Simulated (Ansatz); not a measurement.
Two G0W0 runs on Ga2O3 (C2/m).

It takes space group C2/m (No. 12, monoclinic). Conventional cell: a = 12.214 Å, b = 3.037 Å, c = 5.798 Å, α = 90.00°, β = 103.83°, γ = 90.00°. Nearest to Ga lie 4 O at 1.83 to 1.86 Å. Nearest to Ga lie 6 O at 1.94 to 2.07 Å. Nearest to O lie 3 Ga at 1.83 to 1.94 Å. O has 4 Ga at 1.86 to 2.07 Å nearest. Nearest to O lie 3 Ga at 1.83 to 1.94 Å. Farther neighbours and most contacts between anions are not listed.

```yaml
crystal:
  lattice:
    - [6.10700, -1.51855, 0.00000]
    - [6.10700, 1.51855, 0.00000]
    - [-1.38599, 0.00000, 5.63001]
  atoms:
    - { symbol: Ga, position: [0.09050, 0.09050, 0.79460] }
    - { symbol: Ga, position: [0.90950, 0.90950, 0.20540] }
    - { symbol: Ga, position: [0.65866, 0.65866, 0.31402] }
    - { symbol: Ga, position: [0.34134, 0.34134, 0.68598] }
    - { symbol: O, position: [0.16450, 0.16450, 0.10980] }
    - { symbol: O, position: [0.83550, 0.83550, 0.89020] }
    - { symbol: O, position: [0.17330, 0.17330, 0.56320] }
    - { symbol: O, position: [0.82670, 0.82670, 0.43680] }
    - { symbol: O, position: [0.49590, 0.49590, 0.25660] }
    - { symbol: O, position: [0.50410, 0.50410, 0.74340] }
```

The cell and positions come from the Crystallography Open Database and are kept as given unless a step says otherwise. PAW set soft_2, made with PBE.

The first (Ansatz 0.2.0; start r2SCAN, 6×6×4 mesh, 572 empty bands, screening to 180 eV; 1 × NVIDIA H100 80GB HBM3 (shared by 6 runs) with 3 threads of AMD EPYC 7R13 (Zen 3), shared host) gave, on its mesh: starting gap 3.10 eV, G0W0 gap 4.67 eV, RPA ε∞ (mean) 3.53, 8.7 min.

The second gave: starting gap 3.10 eV, G0W0 gap 4.56 eV, RPA ε∞ (mean) 3.54, 4.9 min.

Question: What was changed in the input? Choose among start, files, mesh, bands and cutoff, frequency model or another key.

Changed: empty bands from 572 to 266 and screening cutoff (eV) from 180.0 to 108. The starting gap stayed, which rules out the functional and points to the GW step. Other changes could give like numbers; this is the one that was made.

Limits: not at the basis limit; no spin-orbit coupling.

[Paths, hosts, dates, memory and timing lines, banners, echoed tables and standing remarks are left out of the program output.]

[Logs are printed without paths, hosts, clocks, repeated set-up lines and the standing remarks that a program may print on its own settings, such as how far it seeks lower states.]

[Runs of the session that timed out or met a known fault of the program may be left out.]

[Cells called generated may have been cut or substituted from an entry of the Crystallography Open Database or the Materials Project.]

[Hosts, paths, dates, database ids (printed as entryN), source tags and the programs' standing remarks are cut or masked in the printed files.]
